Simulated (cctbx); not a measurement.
# What is wrong with this refinement?

Cell a = 6.5690 Å, b = 6.6190 Å, c = 8.8280 Å, α = 90.00°, β = 109.06°, γ = 90.00°; space group P2_1 (no. 4).

Simulated single-crystal data (cctbx): Mo Kα, λ = 0.71073 Å, to d = 0.6 Å, 50 % of the full sphere, strongest reflection 5000 counts, noise from counting, a 4 % proportional error and a noise floor of 8 counts (s.d.); no absorption, and some extinction, which the refinements don't model.

An anisotropic refinement with weights 1/σ² prints:

```text
Rint 0.057, 2663 unique reflections to 0.60 A
cycle     R1     wR2    GooF  max shift (A)
   1  0.1826  0.4193   4.016   0.04509
  12  0.1058  0.2757   2.640   0.00812
final R1 0.1058 wR2 0.2756 GooF 2.640  parameters 63  data/parameter 42.3
atom        x        y        z      Ueq    occ   su(xyz)  su(Uiso or U11)
Sm1    0.24659  0.27800  0.94098   0.0068  1.000  0.00027  0.0004
Tl1    0.72776  0.79603  0.54948   0.0341  1.000  0.00030  0.0008
Ge1    0.72612  0.25077  0.32532   0.0261  1.000  0.00075  0.0017
S1     0.92810  0.18858  0.58014   0.0290  1.000  0.00196  0.0050
S2     0.08837  0.75117  0.85533   0.0347  1.000  0.00209  0.0053
S3     0.46050  0.00572  0.27395   0.0258  1.000  0.00224  0.0060
S4     0.51145  0.52889  0.27603   0.0495  1.000  0.00323  0.0078
difference map: max 13.23 min -13.40 rms 1.44
Q1    0.2215  0.2633  0.9641    2   13.40  0.32 A from Sm1
Q2    0.2571  0.7727  0.6570    2    5.98  0.22 A from Ge1
Q3    0.2764  0.2967  0.4538    2    5.68  0.03 A from Tl1
Q4    0.4959  0.5378  0.2991    2    5.51  0.26 A from S4
Q5    0.0851  0.7704  0.8190    2    5.15  0.34 A from S2
Q6    0.2103  0.9460  0.9556    2    5.08  1.62 A from S2
```

**Question.** Can this result stand? If not, what is the likely fault?

Mend it. The fault: elements exchanged: Tl1 is Sm and Sm1 is Tl. Against the right model at the same level, R1 goes from 0.0472 to 0.1058 and GooF from 0.99 to 2.64, U of Sm1 shrinks from 0.0157 to 0.0068 Å², U of Tl1 swells from 0.0215 to 0.0341 Å², the top difference peak, 13.4 e/Å³, lies on Sm1 and a hole of -13.4 e/Å³ opens. Tl1 has 19 electrons too many and its U swells to shed them, as expected; Sm1 has 19 electrons too few and its U shrinks to make up, as expected. The fit had not settled when the cycles ran out.

The compound is SmTlGeS4. The right model at the same level gives:

```text
Rint 0.057, 2663 unique reflections to 0.60 A
cycle     R1     wR2    GooF  max shift (A)
   1  0.0476  0.1045   1.001   0.00227
   3  0.0472  0.1037   0.993   0.00024
final R1 0.0472 wR2 0.1037 GooF 0.993  parameters 63  data/parameter 42.3
atom        x        y        z      Ueq    occ   su(xyz)  su(Uiso or U11)
Tl1    0.24669  0.27731  0.94090   0.0157  1.000  0.00008  0.0002
Sm1    0.72674  0.79566  0.54891   0.0215  1.000  0.00012  0.0003
Ge1    0.72706  0.25311  0.32707   0.0269  1.000  0.00031  0.0006
S1     0.92603  0.18973  0.57600   0.0266  1.000  0.00072  0.0018
S2     0.08389  0.75166  0.84757   0.0333  1.000  0.00080  0.0018
S3     0.45404  0.01039  0.27335   0.0289  1.000  0.00085  0.0023
S4     0.50659  0.53354  0.28668   0.0310  1.000  0.00093  0.0023
Flack x: 0.000(15)
Hooft y: -0.005(17)  Bijvoet pairs: 950
difference map: max 2.84 min -2.48 rms 0.66
Q1    0.0594  0.2871  0.3394    2    3.03  1.43 A from Sm1
Q2    0.2587  0.7725  0.3115    2    2.82  1.88 A from S1
Q3    0.0282  0.3682  0.9692    2    2.55  1.65 A from Tl1
Q4    0.0678  0.2805  0.6567    2    2.54  1.14 A from S1
Q5    0.2400  0.9817  0.1111    2    2.50  1.66 A from S3
Q6    0.3107  0.7805  0.9067    2    2.44  1.42 A from S2
```

This is a model crystal, built by substitution and not relaxed, with assumed displacement parameters.

[Middle refinement cycles are left out of these outputs.]

[Logs are printed without paths, hosts, clocks, repeated set-up lines and the standing remarks that a program may print on its own settings, such as how far it seeks lower states.]
